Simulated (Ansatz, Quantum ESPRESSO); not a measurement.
# Work function of V(110), 5 layers, one monolayer of F on hollow sites, part 2 of 5

How much energy does it take to lift an electron out of V(110), 5 layers, one monolayer of F on hollow sites, and how far do the settings matter?

Quantum ESPRESSO 7.5; plane-wave DFT, PBE, GBRV ultrasoft pseudopotentials; geometry and cross-check by Ansatz 0.2.0 with PAW datasets.

So far. Step 2 (Geometry from Ansatz): The relaxation lowers the energy by 47 meV an atom. Held were the atoms numbered 1, 2 and 3; the forces quoted are those on the free ones.

## (3) Self-consistent run

The two faces differ, so the slab has a dipole. tefield with eamp = 0 and dipfield cancel the false field of the periodic images; the ramp (emaxpos, eopreg) must lie in the vacuum. pw.x drops all symmetry for this, which costs k-points.

Level of this step: plane-wave DFT, PBE, GBRV ultrasoft pseudopotentials (Quantum ESPRESSO 7.5).

scf.in reads:

```
&control
  prefix = 'scf'
  outdir = './out'
  pseudo_dir = './pseudo'
  calculation = 'scf'
  tprnfor = .true.
  tefield = .true.
  dipfield = .true.
/
&system
  ibrav = 0
  nat = 6
  ntyp = 2
  ecutwfc = 40
  ecutrho = 200
  occupations = 'smearing'
  smearing = 'mv'
  degauss = 0.02
  edir = 3
  emaxpos = 0.97
  eopreg = 0.04
  eamp = 0.0
/
&electrons
  conv_thr = 1e-07
  mixing_beta = 0.4
  electron_maxstep = 120
  mixing_mode = 'local-TF'
/
ATOMIC_SPECIES
  V   50.9415  v_pbe_v1.4.uspp.F.UPF
  F   18.9984  f_pbe_v1.4.uspp.F.UPF
CELL_PARAMETERS angstrom
  2.13546247920000 -1.51000000000000 0.00000000000000
  2.13546247920000 1.51000000000000 0.00000000000000
  0.00000000000000 0.00000000000000 27.54184991670000
ATOMIC_POSITIONS crystal
  V   0.000000000000 0.000000000000 0.301359568300
  V   0.500000000000 0.500000000000 0.378894755100
  V   0.000000000000 0.000000000000 0.456429941900
  V   0.498631321319 0.498631321319 0.531556033079
  V   0.002598977201 0.002598977201 0.607497634500
  F   0.356829321918 0.356829321918 0.654871774487
K_POINTS automatic
  12 12 1 0 0 0
```

Launch:

```console
> OMP_NUM_THREADS=1 mpirun -n 4 pw.x -nk 4 -in scf.in > scf.out
```

Log:

```text
Program PWSCF v.7.5 starts
[citation notice left out]

     Parallel version (MPI & OpenMP), running on       4 processor cores
     Number of MPI processes:                 4
     Threads/MPI process:                     1

     MPI processes distributed on     1 nodes
[...]
Current dimensions of program PWSCF are:
     Max number of different atomic species (ntypx) = 10
     Max number of k-points (npk) =  40000
     Max angular momentum in pseudopotentials (lmaxx) =  4
     Presently no symmetry can be used with electric field

     K-points division:     npool     =       4
     Subspace diagonalization in iterative solution of the eigenvalue problem:
     a serial algorithm will be used

     G-vector sticks info
     --------------------
     sticks:   dense  smooth     PW     G-vecs:    dense   smooth      PW
     Sum         367     283     99                57189    40719    8007

     Using Slab Decomposition

     bravais-lattice index     =            0
     lattice parameter (alat)  =       4.9424  a.u.
     unit-cell volume          =    1198.6395 (a.u.)^3
     number of atoms/cell      =            6
     number of atomic types    =            2
     number of electrons       =        72.00
     number of Kohn-Sham states=           43
     kinetic-energy cutoff     =      40.0000  Ry
     charge density cutoff     =     200.0000  Ry
     scf convergence threshold =      1.0E-07
     mixing beta               =       0.4000
     number of iterations used =            8  local-TF  mixing
     Exchange-correlation=  SLA  PW   PBX  PBC
                           (   1   4   3   4   0   0   0)

     celldm(1)=   4.942384  celldm(2)=   0.000000  celldm(3)=   0.000000
     celldm(4)=   0.000000  celldm(5)=   0.000000  celldm(6)=   0.000000

     crystal axes: (cart. coord. in units of alat)
               a(1) = (   0.816497  -0.577350   0.000000 )
               a(2) = (   0.816497   0.577350   0.000000 )
               a(3) = (   0.000000   0.000000  10.530659 )

     reciprocal axes: (cart. coord. in units 2 pi/alat)
               b(1) = (  0.612372 -0.866025  0.000000 )
               b(2) = (  0.612372  0.866025 -0.000000 )
               b(3) = ( -0.000000  0.000000  0.094961 )

     PseudoPot. # 1 for V  read from file:
     ./pseudo/v_pbe_v1.4.uspp.F.UPF
     Pseudo is Ultrasoft + core correction, Zval = 13.0
     Generated by new atomic code, or converted to UPF format
     Using radial grid of  853 points,  6 beta functions with:
                l(1) =   0
                l(2) =   0
                l(3) =   1
                l(4) =   1
                l(5) =   2
                l(6) =   2
     Q(r) pseudized with  8 coefficients,  rinner =    1.100   1.100   1.100
                                                       1.100   1.100

     PseudoPot. # 2 for F  read from file:
     ./pseudo/f_pbe_v1.4.uspp.F.UPF
     Pseudo is Ultrasoft, Zval =  7.0
     Generated by new atomic code, or converted to UPF format
     Using radial grid of  799 points,  4 beta functions with:
                l(1) =   0
                l(2) =   0
                l(3) =   1
                l(4) =   1
     Q(r) pseudized with  8 coefficients,  rinner =    0.950   0.950   0.950

     atomic species   valence    mass     pseudopotential
     V                13.00    50.94150     V ( 1.00)
     F                 7.00    18.99840     F ( 1.00)

     No symmetry found

   Cartesian axes

     site n.     atom                  positions (alat units)
         1        V      tau(   1) = (   0.0000000   0.0000000   3.1735147  )
         2        V      tau(   2) = (   0.8164966   0.0000000   3.9900113  )
         3        V      tau(   3) = (   0.0000000   0.0000000   4.8065079  )
         4        V      tau(   4) = (   0.8142615   0.0000000   5.5976351  )
         5        V      tau(   5) = (   0.0042441   0.0000000   6.3973502  )
         6        F      tau(   6) = (   0.5826998   0.0000000   6.8962311  )

     number of k points=    74  Marzari-Vanderbilt smearing, width (Ry)=  0.0200
                       cart. coord. in units 2pi/alat
        k(    1) = (   0.0000000   0.0000000   0.0000000), wk =   0.0138889
        k(    2) = (   0.0510310   0.0721688   0.0000000), wk =   0.0277778
        k(    3) = (   0.1020621   0.1443376   0.0000000), wk =   0.0277778
        k(    4) = (   0.1530931   0.2165064   0.0000000), wk =   0.0277778
        k(    5) = (   0.2041241   0.2886751   0.0000000), wk =   0.0277778
        k(    6) = (   0.2551552   0.3608439   0.0000000), wk =   0.0277778
        k(    7) = (  -0.3061862  -0.4330127   0.0000000), wk =   0.0138889
        k(    8) = (   0.0510310  -0.0721688   0.0000000), wk =   0.0277778
        k(    9) = (   0.1020621  -0.0000000   0.0000000), wk =   0.0277778
        k(   10) = (   0.1530931   0.0721688   0.0000000), wk =   0.0277778
[...]
k(   74) = (  -0.6123724   0.0000000   0.0000000), wk =   0.0138889

     Dense  grid:    57189 G-vectors     FFT dimensions: (  24,  24, 240)

     Smooth grid:    40719 G-vectors     FFT dimensions: (  20,  20, 216)

     Estimated max dynamical RAM per process >     155.89 MB

     Estimated total dynamical RAM >     581.67 MB

     Check: negative core charge=   -0.000003

     Initial potential from superposition of free atoms

     starting charge      71.9939, renormalised to      72.0000

     negative rho (up, down):  6.092E-03 0.000E+00

     Adding external electric field

     Computed dipole along edir(3) :
        Dipole               -0.0062 Ry au,         -0.0158 Debye
        Dipole field         -0.0001 Ry au,

        Potential amp.        0.0065 Ry
        Total length         49.9647 bohr

     Starting wfcs are   54 randomized atomic wfcs

     total cpu time spent up to now is        2.4 secs

     per-process dynamical memory:   111.6 Mb

     Self-consistent Calculation

     iteration #  1     ecut=    40.00 Ry     beta= 0.40
     Davidson diagonalization with overlap
     ethr =  1.00E-02,  avg # of iterations =  2.7

     negative rho (up, down):  6.865E-03 0.000E+00

     Adding external electric field

     Computed dipole along edir(3) :
        Dipole               -0.0233 Ry au,         -0.0591 Debye
        Dipole field         -0.0002 Ry au,

        Potential amp.        0.0244 Ry
        Total length         49.9647 bohr

     total cpu time spent up to now is        8.2 secs

     total energy              =    -773.91063081 Ry
     estimated scf accuracy    <       9.69973631 Ry

[...]
negative rho (up, down):  8.770E-03 0.000E+00

[...]
Dipole               -0.0469 Ry au,         -0.1191 Debye
[...]
total energy              =    -774.02448877 Ry
     estimated scf accuracy    <       0.00003641 Ry

     iteration # 26     ecut=    40.00 Ry     beta= 0.40
[...]
negative rho (up, down):  8.732E-03 0.000E+00

[...]
Dipole               -0.0452 Ry au,         -0.1149 Debye
[...]
total energy              =    -774.02449195 Ry
     estimated scf accuracy    <       0.00002301 Ry

     iteration # 27     ecut=    40.00 Ry     beta= 0.40
[...]
negative rho (up, down):  8.712E-03 0.000E+00

[...]
Dipole               -0.0463 Ry au,         -0.1178 Debye
[...]
total energy              =    -774.02449213 Ry
     estimated scf accuracy    <       0.00005718 Ry

     iteration # 28     ecut=    40.00 Ry     beta= 0.40
[...]
negative rho (up, down):  8.731E-03 0.000E+00

[...]
Dipole               -0.0465 Ry au,         -0.1181 Debye
[...]
total energy              =    -774.02449275 Ry
     estimated scf accuracy    <       0.00000442 Ry

     iteration # 29     ecut=    40.00 Ry     beta= 0.40
[...]
negative rho (up, down):  8.762E-03 0.000E+00

[...]
Dipole               -0.0457 Ry au,         -0.1161 Debye
[...]
total energy              =    -774.02449271 Ry
     estimated scf accuracy    <       0.00000470 Ry

     iteration # 30     ecut=    40.00 Ry     beta= 0.40
[...]
negative rho (up, down):  8.760E-03 0.000E+00

[...]
Dipole               -0.0457 Ry au,         -0.1163 Debye
[...]
total energy              =    -774.02449276 Ry
     estimated scf accuracy    <       0.00000131 Ry

     iteration # 31     ecut=    40.00 Ry     beta= 0.40
[...]
negative rho (up, down):  8.759E-03 0.000E+00

[...]
Dipole               -0.0458 Ry au,         -0.1164 Debye
[...]
total energy              =    -774.02449277 Ry
     estimated scf accuracy    <       0.00000026 Ry

     iteration # 32     ecut=    40.00 Ry     beta= 0.40
[...]
c_bands:  1 eigenvalues not converged
[...]
negative rho (up, down):  8.760E-03 0.000E+00

[...]
Dipole               -0.0457 Ry au,         -0.1162 Debye
[...]
End of self-consistent calculation

          k = 0.0000 0.0000 0.0000 (  5049 PWs)   bands (ev):

   -60.6947 -60.1464 -60.0007 -59.9341 -59.8285 -34.6811 -34.2970 -34.2101
   -34.0647 -33.9807 -33.7103 -33.7055 -33.5638 -33.5302 -33.4786 -33.4278
   -33.4152 -33.3480 -33.3468 -33.3197 -21.6569  -3.8879  -2.4498  -2.3468
    -1.7214  -1.4743  -0.2613   0.4852   1.5445   2.6287   2.8242   3.1763
     3.4175   3.6138   3.7706   3.9676   4.0292   4.1228   4.2201   4.7527
     4.7730   5.3000   5.6631

          k = 0.0510 0.0722 0.0000 (  5057 PWs)   bands (ev):

   -60.6883 -60.1395 -59.9939 -59.9276 -59.8249 -34.6710 -34.3256 -34.1975
   -34.0878 -33.9780 -33.7479 -33.6997 -33.5747 -33.5513 -33.5148 -33.4470
   -33.4033 -33.3793 -33.3594 -33.3350 -21.6305  -3.8027  -2.4889  -2.2402
    -1.8041  -1.2806  -0.0827   0.6587   1.6232   2.6412   2.8317   3.1803
     3.3822   3.5970   3.6790   3.8087   3.9764   4.1599   4.2976   4.3983
     4.8932   5.2380   5.5822

          k = 0.1021 0.1443 0.0000 (  5074 PWs)   bands (ev):

   -60.6706 -60.1207 -59.9753 -59.9094 -59.8153 -34.6440 -34.4184 -34.1651
   -34.1300 -33.9803 -33.8253 -33.7386 -33.6370 -33.5970 -33.5792 -33.4859
   -33.4571 -33.4078 -33.3835 -33.3445 -21.5584  -3.5910  -2.8719  -1.9109
    -1.6841  -0.7809   0.3747   1.1254   1.8047   2.6286   2.8020   3.1620
     3.2401   3.3434   3.4935   3.6625   3.7485   3.8066   4.4818   4.5317
     5.1419   5.2228   5.5617

          k = 0.1531 0.2165 0.0000 (  5048 PWs)   bands (ev):

   -60.6463 -60.0947 -59.9501 -59.8828 -59.8034 -34.6105 -34.5633 -34.1620
   -34.1295 -34.0196 -33.9258 -33.8360 -33.7446 -33.6869 -33.6047 -33.5473
   -33.4938 -33.4443 -33.3775 -33.3491 -21.4598  -3.4673  -3.2797  -1.9676
    -0.8637  -0.1256   0.8531   1.6525   1.9952   2.5423   2.7129   3.0079
     3.1091   3.2446   3.2718   3.3223   3.5137   3.5637   4.9617   5.0269
     5.2723   5.5742   5.6491

          k = 0.2041 0.2887 0.0000 (  5096 PWs)   bands (ev):

   -60.6218 -60.0686 -59.9251 -59.8529 -59.7944 -34.7200 -34.5764 -34.1814
   -34.1480 -34.1108 -33.9847 -33.9533 -33.8527 -33.7366 -33.6295 -33.5749
   -33.5282 -33.4615 -33.3727 -33.3528 -21.3612  -3.9204  -3.1403  -1.9984
     0.0384   0.4242   1.0259   1.6882   2.0777   2.6254   2.6902   2.8205
     2.8797   3.0394   3.2027   3.4504   3.6042   3.8011   5.3579   5.5495
     5.6202   5.7121   5.8997

          k = 0.2552 0.3608 0.0000 (  5107 PWs)   bands (ev):

   -60.6039 -60.0493 -59.9071 -59.8257 -59.7927 -34.8332 -34.5584 -34.2317
   -34.1933 -34.1759 -34.0620 -34.0050 -33.8921 -33.7417 -33.6395 -33.5833
   -33.5739 -33.4649 -33.3695 -33.3556 -21.2887  -4.2607  -3.0527  -2.0100
     0.6747   0.7016   1.0348   1.5204   1.9395   2.5606   2.6733   2.6964
     2.7792   2.8475   3.2675   3.7516   4.0385   4.6146   5.4877   5.7047
     5.8420   5.9586   6.0007

[...]
the Fermi energy is     3.7255 ev

!    total energy              =    -774.02449278 Ry
     estimated scf accuracy    <          1.9E-09 Ry
     smearing contrib. (-TS)   =       0.00213668 Ry
     internal energy E=F+TS    =    -774.02662946 Ry

     The total energy is F=E-TS. E is the sum of the following terms:
     one-electron contribution =   -8699.35351762 Ry
     hartree contribution      =    4353.24922347 Ry
     xc contribution           =    -107.42912845 Ry
     ewald contribution        =    3679.50677123 Ry
     electric field correction =       0.00002190 Ry

     convergence has been achieved in  32 iterations

     negative rho (up, down):  8.760E-03 0.000E+00

     Forces acting on atoms (cartesian axes, Ry/au):

     atom    1 type  1   force =     0.00003282   -0.00000012    0.02312902
     atom    2 type  1   force =     0.00060218    0.00000014   -0.01672048
     atom    3 type  1   force =    -0.00032970   -0.00000004   -0.00425684
     atom    4 type  1   force =     0.00006885   -0.00000006   -0.00130965
     atom    5 type  1   force =    -0.00082920   -0.00000004   -0.00033157
     atom    6 type  2   force =     0.00045505    0.00000012   -0.00051048

     Total force =     0.028915     Total SCF correction =     0.000230

[...]
=------------------------------------------------------------------------------=
   JOB DONE.
=------------------------------------------------------------------------------=
[key lines of the parts left out:]
Dipole field         -0.0005 Ry au,
```

It took 2.7 min on 4 MPI ranks of Arm Neoverse V2, shared host; peak memory 0.72 GiB; 11 min of CPU time.

Read from the output:

```
free energy             : -10531.1397 eV
Fermi energy            : 3.725 eV
dipole along the normal : -0.02419 e·Å
```

The run needed 32 iterations to bring the estimated error under 1e-07 Ry; the largest force on any atom, held or free, is 0.59 eV/Å.

## (4) Electrostatic potential

plot_num = 11 writes the bare and Hartree potential. It leaves out exchange and correlation, which fade slowly, so it flattens close to the surface.

pot.in reads:

```
&inputpp
  prefix = 'scf'
  outdir = './out'
  filplot = 'pot.dat'
  plot_num = 11
/
```

Launch:

```console
> OMP_NUM_THREADS=1 mpirun -n 4 pp.x -in pot.in > pot.out
```

Log:

```text
[banner, memory and clock lines left out]
Program POST-PROC v.7.5 starts

          URL

     ./out/scf.save/

     IMPORTANT: XC functional enforced from input :
     Exchange-correlation= PBE
                           (   1   4   3   4   0   0   0)
     Any further DFT definition will be discarded
     Please, verify this is what you really want

     Check: negative core charge=   -0.000003

     negative rho (up, down):  8.760E-03 0.000E+00

     Adding external electric field

     Computed dipole along edir(3) :
        Dipole               -0.0457 Ry au,         -0.1162 Debye
        Dipole field         -0.0005 Ry au,

        Potential amp.        0.0479 Ry
        Total length         49.9647 bohr

     Calling punch_plot, plot_num =  11

     Adding external electric field

     Computed dipole along edir(3) :
        Dipole               -0.0457 Ry au,         -0.1162 Debye
        Dipole field         -0.0005 Ry au,

        Potential amp.        0.0479 Ry
        Total length         49.9647 bohr

     Writing data to file  pot.dat
     Message from routine chdens:
     namelist plot not found or invalid, exiting
```

It took 0.84 s on 4 MPI ranks; peak memory 0.09 GiB.

This step gave:

| Item | Value |
| --- | --- |
| work function of the upper face | 5.501 eV |
| slope of the potential above | 5.08e-6 eV/Å |
| upper vacuum line continued to the top atoms, over the Fermi level | 5.501 eV |
| work function of the lower face | 4.822 eV |
| slope of the potential below | -4.66e-4 eV/Å |
| lower vacuum line continued to the bottom atoms, over the Fermi level | 4.819 eV |

The potential energy, planar mean oscillates, so the rows of the table below give means over windows of 2.07 Å about each position, cut where the curve ends. Its maxima inside the range that stand out by 2 % of the span (Å: eV): 9.4: -1.03, 11.5: -1.06, 13.7: -1.54, 15.7: -1.25, 17.6: -6.48. Its minima: 8.3: -20.8, 10.4: -20.7, 12.6: -20.4, 14.7: -20.5, 16.8: -21.4, 18.0: -9.11.

Electrostatic potential energy of an electron, with the sawtooth; zero at the Fermi level. The potential energy, planar mean by z; means over each step:

```tsv
z (Å)	potential energy, planar mean (eV)
1.03	4.83
3.10	4.82
5.17	4.72
7.24	-3.58
9.31	-9.69
11.38	-9.69
13.45	-10.3
15.52	-10.2
17.59	-10.2
19.66	5.18
21.73	5.50
23.80	5.50
25.87	5.49
```

Electrostatic potential energy in the ca plane at fractional y = 0.000, with atoms of V within 0.2 Å of it. With pseudopotentials it is smooth inside the atoms' cores, unlike the true potential.

Ten even steps from '0' (-67 eV) to '9' (6 eV), each cell a mean:
```
89999986101589999972004799999999999999999999
89999997424799999985336899999999999999999999
99989998878899989998778999999999999999999999
99989999888999889999888999999999999999999999
99989999888999989998888999999999999999999999
99999998656899999986557899999999999999999999
89999986201689999972004899999999999999999999
79999985000589999971003799999999999999999999
```
Columns run along c (16.0 Å, from fractional 0.34 to 0.92 of the cell; values clipped at the 3rd and 97th percentile), rows up along a (2.6 Å). Atoms in or near the plane, at fractional coordinates: V at (0.46, 0.00), V at (0.61, 0.00).

The vacuum is flat to 0.5 meV/Å, so its level is well defined. Inside the slab the curve depends on the local part of the pseudopotentials; only the vacuum level has a meaning of its own.

## (5) Planar and running averages

A running mean over one period damps the atomic wiggles and leaves the mean of this pseudopotential's potential.

avg.in reads:

```
1
pot.dat
1.0
516
3
4.0354392351
```

Launch:

```console
> OMP_NUM_THREADS=1 average.x < avg.in > avg.out
```

Log:

```text
[banner, memory and clock lines left out]
Program AVERAGE v.7.5 starts

          URL

     Reading header from file  pot.dat
     Reading data from file  pot.dat
     Output written to file avg.dat

[...]
```

The job ended after 0.52 s (1 MPI rank; peak memory 0.1 GiB).

Numbers from this step:

| Quantity | Value |
| --- | --- |
| average.x's running mean inside the slab, on the run's own zero | -6.258 eV |
| mean potential by an exact Fourier window inside the slab, on the run's own zero | -6.258 eV |

The potential energy (planar mean) oscillates, so the rows of the table below give means over windows of 2.08 Å about each position, cut where the curve ends. Its maxima inside the range that stand out by 2 % of the span (Å: eV): 9.4: -1.01, 11.5: -1.06, 13.6: -1.54, 15.7: -1.21, 17.6: -6.48. Its minima: 8.3: -20.9, 10.5: -20.6, 12.6: -20.5, 14.6: -20.6, 16.8: -21.4, 18.0: -9.21.

Electrostatic potential energy of an electron, with the sawtooth; zero at the Fermi level; window 2.1355 Å. Table of potential energy by z; means over each step:

```tsv
z (Å)	planar mean (eV)	running mean (eV)
1.04	4.83	4.88
3.12	4.82	4.82
5.20	4.72	4.58
7.28	-4.03	-3.75
9.36	-9.73	-10.1
11.44	-9.71	-9.98
13.52	-10.4	-10.3
15.60	-10.2	-10.4
17.68	-9.25	-7.74
19.76	5.29	4.38
21.84	5.50	5.50
23.92	5.50	5.50
26.00	5.48	5.44
```

Where the running mean is not flat inside, average.x's window, rounded to the grid, doesn't match the spacings there.

(Continued in part 3 of 5.)

[Logs are printed without paths, hosts, clocks, repeated set-up lines and the standing remarks that a program may print on its own settings, such as how far it seeks lower states.]

[Hosts, paths, dates, database ids (printed as entryN), source tags and the programs' standing remarks are cut or masked in the printed files.]

[Maps of the electrostatic potential energy from Ansatz leave out the sawtooth potential of an applied field or a dipole correction, so their vacuum need not be flat; planar profiles and work functions include it.]
